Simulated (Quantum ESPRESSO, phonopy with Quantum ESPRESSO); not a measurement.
# Grüneisen parameters and expansion of Al (Fm-3m), part 5 of 7

Wanted: mode Grüneisen parameters of Al and a free-energy fit over volumes.

Measurements to reproduce:
- volume expansion coefficient 69 1e-6/K and heat capacity C_P per formula unit 24.2 J/mol/K near room temperature (given in “High-Throughput Prediction of Finite-Temperature Properties using the Quasi-Harmonic Approximation”, 2016, arXiv:1603.06924)

Quantum ESPRESSO 7.5; DFT LDA, scalar-relativistic, plane waves, GBRV ultrasoft pseudopotentials.

So far. Step 3 (Finding the static equilibrium): After the last step pw.x solved the final cell once more on a basis chosen for it, which moves the energy without moving the atoms. Step 4 (Ground state at this cell): On a basis chosen for the relaxed cell the pressure is 0.005 GPa, small enough for phonons.

## Step 6: Lattice dynamics at this volume, V/V0 1

This step: DFT LDA, scalar-relativistic, plane waves, GBRV ultrasoft pseudopotentials (phonopy with Quantum ESPRESSO 4.10.0 / 7.5).

Run time: 1.8 min. Hardware: 8 threads of Intel Xeon Platinum 8488C (Sapphire Rapids), shared host.

Numbers from this step:

```yaml
highest_frequency: 336.6 cm⁻¹
debye_temperature_from_the_second_moment: 416 K
lowest_frequency_on_the_path: 0 cm⁻¹
zero_point_energy: 0.03982 eV/cell
gamma_frequencies: 0, 0, 0 cm⁻¹ (negative: imaginary)
```

Phonopy, no LO-TO term. Phonon branches along the path, in cm⁻¹:

| point | branch 1 | branch 2 | branch 3 |
| --- | --- | --- | --- |
| Γ | 0 | 0 | 0 |
| halfway | 137 | 137 | 242 |
| X | 198 | 198 | 323 |
| halfway | 197 | 218 | 316 |
| U | 192 | 258 | 296 |
| jump to K | 192 | 258 | 296 |
| halfway | 124 | 164 | 256 |
| Γ | 0 | 0 | 0 |
| halfway | 108 | 108 | 236 |
| L | 159 | 159 | 337 |
| halfway | 180 | 222 | 312 |
| W | 220 | 272 | 272 |
| halfway | 209 | 223 | 310 |
| X | 198 | 198 | 323 |

The phonon branches as a text plot (rows in cm⁻¹):

```
    330 |            *                          ******
    316 |          ** ***                      *      *      ****
    302 |         *      **                            *
    288 |                  *****                        *  **
    273 |       **         *                 **          **
    259 |                 *     *                       *  *
    245 |     **         *  **                         *    *
    231 |               *                   *
    217 |              *         **                   *  ******
    203 |            ***      **                     *  *    ****
    189 |    *     **   ****               *           *
    175 |         *         **                      ***
    161 |       **              *               *****
    147 |                     **   **          *
    133 |  ** **                         **  **
    119 |                       ***
    105 |    *                              *
     91 |                        **
     77 |  **                      ***     *
     63 | *                        **   ***
     49 |
     35 | *                          *  *
     21 |
      7 |*                            **
         Γ           X  U|K            Γ         L        W     X
```

Harmonic. Thermo, by row:

| T (K) | F_vib (meV/atom) | S (J/mol-atom/K) | C_V (J/mol-atom/K) |
| --- | --- | --- | --- |
| 0 | 39.82 | 0 | 0 |
| 50 | 39.67 | 1.176 | 3.501 |
| 100 | 37.81 | 6.431 | 12.34 |
| 150 | 32.88 | 12.55 | 17.62 |
| 200 | 24.92 | 18.03 | 20.34 |
| 250 | 14.32 | 22.75 | 21.83 |
| 300 | 1.46 | 26.81 | 22.71 |
| 350 | -13.38 | 30.36 | 23.27 |
| 400 | -29.94 | 33.49 | 23.65 |
| 450 | -48.03 | 36.29 | 23.91 |
| 500 | -67.5 | 38.82 | 24.1 |
| 550 | -88.23 | 41.13 | 24.24 |
| 600 | -110.1 | 43.24 | 24.35 |
| 650 | -133 | 45.19 | 24.44 |
| 700 | -156.9 | 47.01 | 24.51 |
| 750 | -181.7 | 48.7 | 24.56 |
| 800 | -207.4 | 50.29 | 24.61 |
| 850 | -233.8 | 51.78 | 24.64 |
| 900 | -261 | 53.19 | 24.68 |
| 950 | -288.9 | 54.52 | 24.7 |
| 1000 | -317.5 | 55.79 | 24.73 |

Phonopy on the run's constants, 21x21x21 mesh, Gaussian sigma 2.6 cm⁻¹. Table of modes, Al by wavenumber; read off at these points:

```
wavenumber (cm⁻¹)  modes, Al (1/cm⁻¹/cell)
            -10.0                        0
              0.0                   4.7e-5
             10.0                        0
             20.0                   2.0e-4
             30.0                   2.6e-4
             40.0                   5.4e-4
             50.0                   6.7e-4
             60.0                  0.00123
             70.0                  0.00181
             80.0                  0.00229
             90.0                  0.00264
            100.0                  0.00444
            110.0                  0.00384
            120.0                  0.00696
            130.0                  0.00645
            140.0                  0.00855
            150.0                   0.0116
            160.0                   0.0182
            170.0                   0.0204
            180.0                   0.0198
            185.5                   0.0254
            190.0                   0.0214
            200.0                   0.0216
            210.0                   0.0122
            220.0                   0.0119
            230.0                  0.00847
            236.1                   0.0106
            240.0                  0.00964
            250.0                  0.00820
            260.0                  0.00731
            270.0                  0.00579
            280.0                  0.00800
            290.0                   0.0173
            298.2                   0.0252
            300.0                   0.0246
            310.0                   0.0160
            320.0                  0.00846
            330.0                  0.00336
            340.0                   1.4e-4
            350.0                        0
```

No mode is imaginary beyond numerical noise along the path.

The time given is that of the one pw.x run on a displaced cell behind this step.

## Step 7: Self-consistent run, V/V0 1.015

A tight ground state at this cell gives the energy of this member; its pressure is the stress at this cutoff, which can carry an offset from the finite basis.

This step: DFT LDA, scalar-relativistic, plane waves, GBRV ultrasoft pseudopotentials (Quantum ESPRESSO 7.5).

System of this step: Al. The structure is cubic, space group Fm-3m (No. 225). The conventional cell has a = 4.003 Å, b = 4.003 Å, c = 4.003 Å, α = 90.00°, β = 90.00°, γ = 90.00°. Al has 12 Al at 2.83 Å nearest.

Contents of scf.in:

```
&CONTROL
  calculation = 'scf'
  prefix      = 'x'
  outdir      = './tmp'
  pseudo_dir  = './pseudo'
  tprnfor     = .true.
  tstress     = .true.
/
&SYSTEM
  ibrav       = 0
  nat         = 1
  ntyp        = 1
  ecutwfc     = 40.0
  ecutrho     = 240.0
  occupations = 'smearing'
  smearing    = 'mv'
  degauss     = 0.02
/
&ELECTRONS
  conv_thr         = 1.0d-12
  mixing_beta      = 0.7
  electron_maxstep = 100
/
ATOMIC_SPECIES
 Al     26.9815  Al.upf
CELL_PARAMETERS angstrom
     0.000000000    2.001504853    2.001504853
     2.001504853    0.000000000    2.001504853
     2.001504853    2.001504853    0.000000000
ATOMIC_POSITIONS crystal
 Al     0.000000000   0.000000000   0.000000000
K_POINTS automatic
 16 16 16 0 0 0
```

The run is started by

```sh
OMP_NUM_THREADS=1 mpirun -n 8 pw.x -nk 8 -in scf.in > scf.out
```

The program printed:

```text
[banner, memory and clock lines left out]
Program PWSCF v.7.5

     Message from routine setup:
     using ibrav=0 with symmetry is DISCOURAGED, use correct ibrav instead

     G-vector sticks info

     bravais-lattice index     =            0
     lattice parameter (alat)  =       5.3490  a.u.
     unit-cell volume          =     108.2173 (a.u.)^3
     number of atoms/cell      =            1
     number of atomic types    =            1
[...]
Total force =     0.000000     Total SCF correction =     0.000000

     Computing stress (Cartesian axis) and pressure

          total   stress  (Ry/bohr**3)                   (kbar)     P=      -12.05
  -0.00008190   0.00000000   0.00000000          -12.05        0.00        0.00
   0.00000000  -0.00008190   0.00000000            0.00      -12.05        0.00
   0.00000000   0.00000000  -0.00008190            0.00        0.00      -12.05

     XML data file, charge density, pseudopotentials, collected wavefunctions
[key lines of the parts left out:]
!    total energy              =      -6.64457713 Ry
the Fermi energy is     8.0212 ev
convergence has been achieved in   7 iterations
```

Run time: 1.9 s. Hardware: 8 MPI ranks.

The run ends at a pressure of -1.21 GPa.

## Step 8: A displaced supercell

One atom (for the harmonic constants) or a pair of atoms (for the cubic ones) is moved by a few hundredths of an ångström; the forces on all atoms give a column of force constants. The threshold is tight because the forces are small.

System of this step: Al. It takes space group Imm2 (No. 44, orthorhombic). The conventional cell has a = 8.492 Å, b = 12.009 Å, c = 8.492 Å, α = 90.00°, β = 90.00°, γ = 90.00°. Al has 12 Al at 2.81 to 2.85 Å nearest. Al has 12 Al at 2.81 to 2.83 Å nearest. Al has 12 Al at 2.83 to 2.85 Å nearest. Al has 12 Al at 2.82 to 2.83 Å nearest. Nearest to Al lie 12 Al at 2.83 Å. Nearest to Al lie 12 Al at 2.83 to 2.84 Å.

Contents of disp-00001.in:

```
&CONTROL
  calculation = 'scf'
  prefix      = 'x'
  outdir      = './tmp'
  pseudo_dir  = './pseudo'
  tprnfor     = .true.
  disk_io     = 'none'
/
&SYSTEM
  ibrav       = 0
  nat         = 27
  ntyp        = 1
  ecutwfc     = 40.0
  ecutrho     = 240.0
  occupations = 'smearing'
  smearing    = 'mv'
  degauss     = 0.02
/
&ELECTRONS
  conv_thr         = 1.0d-11
  mixing_beta      = 0.7
  electron_maxstep = 100
/
ATOMIC_SPECIES
 Al     26.9815  Al.upf
CELL_PARAMETERS angstrom
     0.000000000    6.004514559    6.004514559
     6.004514559    0.000000000    6.004514559
     6.004514559    6.004514559    0.000000000
ATOMIC_POSITIONS crystal
 Al     0.002355250   0.000000000   0.000000000
 Al     0.333333333   0.000000000   0.000000000
 Al     0.666666667   0.000000000   0.000000000
 Al     0.000000000   0.333333333   0.000000000
 Al     0.333333333   0.333333333   0.000000000
 Al     0.666666667   0.333333333   0.000000000
 Al     0.000000000   0.666666667   0.000000000
 Al     0.333333333   0.666666667   0.000000000
 Al     0.666666667   0.666666667   0.000000000
 Al     0.000000000   0.000000000   0.333333333
 Al     0.333333333   0.000000000   0.333333333
 Al     0.666666667   0.000000000   0.333333333
 Al     0.000000000   0.333333333   0.333333333
 Al     0.333333333   0.333333333   0.333333333
 Al     0.666666667   0.333333333   0.333333333
 Al     0.000000000   0.666666667   0.333333333
 Al     0.333333333   0.666666667   0.333333333
 Al     0.666666667   0.666666667   0.333333333
 Al     0.000000000   0.000000000   0.666666667
 Al     0.333333333   0.000000000   0.666666667
 Al     0.666666667   0.000000000   0.666666667
 Al     0.000000000   0.333333333   0.666666667
 Al     0.333333333   0.333333333   0.666666667
 Al     0.666666667   0.333333333   0.666666667
 Al     0.000000000   0.666666667   0.666666667
 Al     0.333333333   0.666666667   0.666666667
 Al     0.666666667   0.666666667   0.666666667
K_POINTS automatic
 5 5 5 0 0 0
```

The run is started by

```sh
OMP_NUM_THREADS=1 mpirun -n 8 pw.x -nk 8 -in disp-00001.in > disp-00001.out
```

The program printed:

```text
[banner, memory and clock lines left out]
Program PWSCF v.7.5

     Message from routine setup:
     using ibrav=0 with symmetry is DISCOURAGED, use correct ibrav instead

     G-vector sticks info

     bravais-lattice index     =            0
     lattice parameter (alat)  =      16.0469  a.u.
     unit-cell volume          =    2921.8661 (a.u.)^3
     number of atoms/cell      =           27
     number of atomic types    =            1
[...]
atom    2 type  1   force =     0.00000000    0.00075601    0.00075601
     atom    3 type  1   force =    -0.00000000    0.00069204    0.00069204
[...]
atom   26 type  1   force =     0.00000535    0.00000860    0.00000860
     atom   27 type  1   force =     0.00000244   -0.00001310   -0.00001310

     Total force =     0.004185     Total SCF correction =     0.000003
     Message from routine punch:
     Nothing written, as per user request (disk_io='none')
[key lines of the parts left out:]
!    total energy              =    -179.39548357 Ry
the Fermi energy is     8.0823 ev
convergence has been achieved in  13 iterations
```

Run time: 1.9 min. Hardware: 8 MPI ranks; 15 min of CPU time.

## Step 9: Lattice dynamics at this volume, V/V0 1.015

This step: DFT LDA, scalar-relativistic, plane waves, GBRV ultrasoft pseudopotentials (phonopy with Quantum ESPRESSO 4.10.0 / 7.5).

It took 1.9 min on 8 threads; 15 min of CPU time.

Phonopy, no LO-TO term. Phonon branches along the path, in cm⁻¹:

| point | branch 1 | branch 2 | branch 3 |
| --- | --- | --- | --- |
| Γ | 0 | 0 | 0 |
| halfway | 132 | 132 | 235 |
| X | 191 | 191 | 313 |
| halfway | 190 | 210 | 307 |
| U | 185 | 250 | 287 |
| jump to K | 185 | 250 | 287 |
| halfway | 120 | 158 | 249 |
| Γ | 0 | 0 | 0 |
| halfway | 104 | 104 | 229 |
| L | 154 | 154 | 327 |
| halfway | 175 | 216 | 303 |
| W | 213 | 263 | 263 |
| halfway | 202 | 216 | 300 |
| X | 191 | 191 | 313 |

The phonon branches as a text plot (rows in cm⁻¹):

```
    320 |                                       *****
    307 |          ******                      *     **      ****
    293 |         *      **                            *
    279 |                  *****                        *  **
    266 |       **         *                 **          **
    252 |                 *     *                       *  *
    238 |     **         *  **                         *    *
    225 |               *                   *
    211 |              *                              *  ******
    198 |            **       ** **                  *  *    ****
    184 |    *     ** ******               *           *
    170 |         *         **                      ***
    157 |       **              *               *****
    143 |                     **   **          *
    129 |  ** **                         **  **
    116 |                       ***
    102 |    *                              *
     89 |                        **
     75 |  **                      ***     *
     61 | *                        **   *
     48 |                                **
     34 | *                          *  *
     20 |
      7 |*                            **
         Γ           X  U|K            Γ         L        W     X
```

No mode is imaginary beyond numerical noise along the path.

The time given is that of the one pw.x run on a displaced cell behind this step.

## Step 10: Self-consistent run, V/V0 0.985

A tight ground state at this cell gives the energy of this member; its pressure is the stress at this cutoff, which can carry an offset from the finite basis.

This step: DFT LDA, scalar-relativistic, plane waves, GBRV ultrasoft pseudopotentials (Quantum ESPRESSO 7.5).

System of this step: Al. Symmetry: Fm-3m, No. 225, cubic system. The conventional cell has a = 3.963 Å, b = 3.963 Å, c = 3.963 Å, α = 90.00°, β = 90.00°, γ = 90.00°. Nearest to Al lie 12 Al at 2.80 Å.

Changes to scf.in since step 7:

```diff
@@ -26,5 +26,5 @@
 CELL_PARAMETERS angstrom
-     0.000000000    2.001504853    2.001504853
-     2.001504853    0.000000000    2.001504853
-     2.001504853    2.001504853    0.000000000
+     0.000000000    1.981588061    1.981588061
+     1.981588061    0.000000000    1.981588061
+     1.981588061    1.981588061    0.000000000
 ATOMIC_POSITIONS crystal
```

The run is started by

```sh
OMP_NUM_THREADS=1 mpirun -n 8 pw.x -nk 8 -in scf.in > scf.out
```

The program printed:

```text
[banner, memory and clock lines left out]
Program PWSCF v.7.5

     Message from routine setup:
     using ibrav=0 with symmetry is DISCOURAGED, use correct ibrav instead

     G-vector sticks info

     bravais-lattice index     =            0
     lattice parameter (alat)  =       5.2957  a.u.
     unit-cell volume          =     105.0187 (a.u.)^3
     number of atoms/cell      =            1
     number of atomic types    =            1
[...]
Total force =     0.000000     Total SCF correction =     0.000000

     Computing stress (Cartesian axis) and pressure

          total   stress  (Ry/bohr**3)                   (kbar)     P=       13.23
   0.00008991  -0.00000000  -0.00000000           13.23       -0.00       -0.00
  -0.00000000   0.00008991  -0.00000000           -0.00       13.23       -0.00
  -0.00000000  -0.00000000   0.00008991           -0.00       -0.00       13.23

     XML data file, charge density, pseudopotentials, collected wavefunctions
[key lines of the parts left out:]
!    total energy              =      -6.64457206 Ry
the Fermi energy is     8.3416 ev
convergence has been achieved in   7 iterations
```

It took 2 s on 8 MPI ranks; 14 s of CPU time.

The run ends at a pressure of 1.32 GPa.

## Step 11: Forces on a displaced cell

One atom (for the harmonic constants) or a pair of atoms (for the cubic ones) is moved by a few hundredths of an ångström; the forces on all atoms give a column of force constants. The threshold is tight because the forces are small.

System of this step: Al. The structure is orthorhombic, space group Imm2 (No. 44). The conventional cell has a = 8.407 Å, b = 11.890 Å, c = 8.407 Å, α = 90.00°, β = 90.00°, γ = 90.00°. Nearest to Al lie 12 Al at 2.78 to 2.82 Å. Nearest to Al lie 12 Al at 2.78 to 2.80 Å. Nearest to Al lie 12 Al at 2.80 to 2.82 Å. Nearest to Al lie 12 Al at 2.79 to 2.80 Å. Al has 12 Al at 2.80 Å nearest. Nearest to Al lie 12 Al at 2.80 to 2.81 Å.

Changes to disp-00001.in since step 8:

```diff
@@ -26,7 +26,7 @@
 CELL_PARAMETERS angstrom
-     0.000000000    6.004514559    6.004514559
-     6.004514559    0.000000000    6.004514559
-     6.004514559    6.004514559    0.000000000
+     0.000000000    5.944764182    5.944764182
+     5.944764182    0.000000000    5.944764182
+     5.944764182    5.944764182    0.000000000
 ATOMIC_POSITIONS crystal
- Al     0.002355250   0.000000000   0.000000000
+ Al     0.002378923   0.000000000   0.000000000
  Al     0.333333333   0.000000000   0.000000000
```

The run is started by

```sh
OMP_NUM_THREADS=1 mpirun -n 8 pw.x -nk 8 -in disp-00001.in > disp-00001.out
```

The program printed:

```text
[banner, memory and clock lines left out]
Program PWSCF v.7.5

     Message from routine setup:
     using ibrav=0 with symmetry is DISCOURAGED, use correct ibrav instead

     G-vector sticks info

     bravais-lattice index     =            0
     lattice parameter (alat)  =      15.8872  a.u.
     unit-cell volume          =    2835.5055 (a.u.)^3
     number of atoms/cell      =           27
     number of atomic types    =            1
[...]
atom    2 type  1   force =     0.00000000    0.00084853    0.00084853
     atom    3 type  1   force =    -0.00000000    0.00077932    0.00077932
[...]
atom   26 type  1   force =     0.00000394    0.00000670    0.00000670
     atom   27 type  1   force =     0.00000303   -0.00001158   -0.00001158

     Total force =     0.004732     Total SCF correction =     0.000004
     Message from routine punch:
     Nothing written, as per user request (disk_io='none')
[key lines of the parts left out:]
!    total energy              =    -179.39554641 Ry
the Fermi energy is     8.4043 ev
convergence has been achieved in  12 iterations
```

It took 74 s on 8 MPI ranks.

## Step 12: Lattice dynamics at this volume, V/V0 0.985

This step: DFT LDA, scalar-relativistic, plane waves, GBRV ultrasoft pseudopotentials (phonopy with Quantum ESPRESSO 4.10.0 / 7.5).

The job ended after 74 s (8 threads).

No mode is imaginary beyond numerical noise along the path.

The time given is that of the one pw.x run on a displaced cell behind this step.

## Step 13: Self-consistent run, V/V0 1.03

A tight ground state at this cell gives the energy of this member; its pressure is the stress at this cutoff, which can carry an offset from the finite basis.

This step: DFT LDA, scalar-relativistic, plane waves, GBRV ultrasoft pseudopotentials (Quantum ESPRESSO 7.5).

System of this step: Al. Symmetry: Fm-3m, No. 225, cubic system. Conventional cell: a = 4.023 Å, b = 4.023 Å, c = 4.023 Å, α = 90.00°, β = 90.00°, γ = 90.00°. Nearest to Al lie 12 Al at 2.84 Å.

Changes to scf.in since step 10:

```diff
@@ -26,5 +26,5 @@
 CELL_PARAMETERS angstrom
-     0.000000000    1.981588061    1.981588061
-     1.981588061    0.000000000    1.981588061
-     1.981588061    1.981588061    0.000000000
+     0.000000000    2.011316308    2.011316308
+     2.011316308    0.000000000    2.011316308
+     2.011316308    2.011316308    0.000000000
 ATOMIC_POSITIONS crystal
```

The run is started by

```sh
OMP_NUM_THREADS=1 mpirun -n 8 pw.x -nk 8 -in scf.in > scf.out
```

The program printed:

```text
[banner, memory and clock lines left out]
Program PWSCF v.7.5

     Message from routine setup:
     using ibrav=0 with symmetry is DISCOURAGED, use correct ibrav instead

     G-vector sticks info

     bravais-lattice index     =            0
     lattice parameter (alat)  =       5.3752  a.u.
     unit-cell volume          =     109.8165 (a.u.)^3
     number of atoms/cell      =            1
     number of atomic types    =            1
[...]
Total force =     0.000000     Total SCF correction =     0.000000

     Computing stress (Cartesian axis) and pressure

          total   stress  (Ry/bohr**3)                   (kbar)     P=      -23.16
  -0.00015744   0.00000000   0.00000000          -23.16        0.00        0.00
   0.00000000  -0.00015744   0.00000000            0.00      -23.16        0.00
   0.00000000   0.00000000  -0.00015744            0.00        0.00      -23.16

     XML data file, charge density, pseudopotentials, collected wavefunctions
[key lines of the parts left out:]
!    total energy              =      -6.64438490 Ry
the Fermi energy is     7.8666 ev
convergence has been achieved in   7 iterations
```

The job ended after 1.9 s (8 MPI ranks).

The run ends at a pressure of -2.32 GPa.

(Part 5 of 7 ends here.)

[Logs are printed without paths, hosts, clocks, repeated set-up lines and the standing remarks that a program may print on its own settings, such as how far it seeks lower states.]

[Hosts, paths, dates, database ids (printed as entryN), source tags and the programs' standing remarks are cut or masked in the printed files.]

[A step with changed settings may run another functional than the one named; its input shows which.]

[Of the runs on displaced cells, only some may be shown.]
